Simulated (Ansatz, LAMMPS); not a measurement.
# Static equation of state of glassy 78SiO2-6Li2O-6CaO-6SrO-3SnO2 (mol %) (92 atoms)

Density of this cell: 2.66 g/cm³. The cell holds 92 atoms: 25 Si, 4 Li, 2 Ca, 2 Sr, 1 Sn and 58 O. Its edges and angles: a = 11.052 Å, b = 10.428 Å, c = 10.992 Å, α = 91.7°, β = 89.6°, γ = 90.2°. The starting structure: 92 atoms (25 Si, 4 Li, 2 Ca, 2 Sr, 1 Sn, 58 O) placed at random at 2.57 g/cm³, melted at 4000 K for 10 ps at fixed volume with the Morse and Coulomb pair potential with partial charges (Pedone, Malavasi, Menziani, Cormack and Segre, J. Phys. Chem. B 110, 11780 (2006)). Quenched from 4000 K to 300 K at 10 K/ps and fixed volume, held 10 ps at zero pressure.

Calculated with Ansatz 0.2.0: Kohn-Sham DFT, PBE, PAW (set soft_2), plane waves; cutoff 420 eV, Γ point, fixed occupations. Cell and atoms were relaxed first, to V0 = 13.764 Å³ an atom at a residual P0 = -0.019 GPa. The cell was then scaled evenly, and the atoms were relaxed at each volume.

```
volume (Å³/atom)  pressure (GPa)
          12.388           5.674
          12.938               ?
          13.351           1.397
          14.177          -1.327
          14.590          -2.445
```

**Question.** Fit the third-order Birch–Murnaghan equation to the rows given and interpolate to the withheld row.

Worked fit:

Take the Eulerian strain f = ½[(V0/V)^(2/3) − 1] and the normalised pressure F = (P − P0) / [3f(1 + 2f)^(5/2)]. The third-order Birch–Murnaghan equation is then the line F = B0 + (3/2)B0(B′ − 4) f, so u = f and v = F.

```
      u = f  v = F (GPa)
  0.0363829      43.7645
  0.0102569      43.7497
-0.00975668      46.9451
 -0.0190505      46.7777
```

With n = 4: mean u = 0.00445816, mean v = 45.3093, Σ(u − ū)² = 0.0018075, Σ(u − ū)(v − v̄) = -0.11613. Slope b = -0.11613 / 0.0018075 = -64.250; intercept a = v̄ − b ū = 45.596.

So B0 = a = 45.6 GPa and B′ = 4 + 2b/(3a) = 3.06. At the withheld volume f = 0.02106, F = a + b f = 44.24 GPa, and P = P0 + 3f(1 + 2f)^(5/2) F.

Prediction at 12.938: 3.079 GPa. The run gave 3.063 GPa, so the fit is high by 0.016 GPa (0.53 % of the value).

The series isn't one smooth equation of state: even a line fitted to all rows, the withheld one included, misses F by up to 2.6 %, the count of bonds changes along the series and an atom moves over 0.5 Å in some relaxation. B0 and B′ are then only the numbers of this fit, not moduli of the material. Among the rows given, the largest miss of the fit is at 12.388, by 0.066 GPa (0.81 % of the range of the table).

Limits: Static cells at zero temperature; the cell shape is held. The program notes that the SCF threshold of these relaxations is loose for the stress. The quench rate of 10 K/ps is many orders above laboratory rates, so the cell is likely richer in defects and strain than a real sample. The network of bonds at the start is that of the classical potential that made the cell, and needn't be the one that DFT or experiment would give. Only the Γ point is sampled, in a cell whose shortest periodic width is 10 Å.

[Logs are printed without paths, hosts, clocks, repeated set-up lines and the standing remarks that a program may print on its own settings, such as how far it seeks lower states.]

[Hosts, paths, dates, database ids (printed as entryN), source tags and the programs' standing remarks are cut or masked in the printed files.]
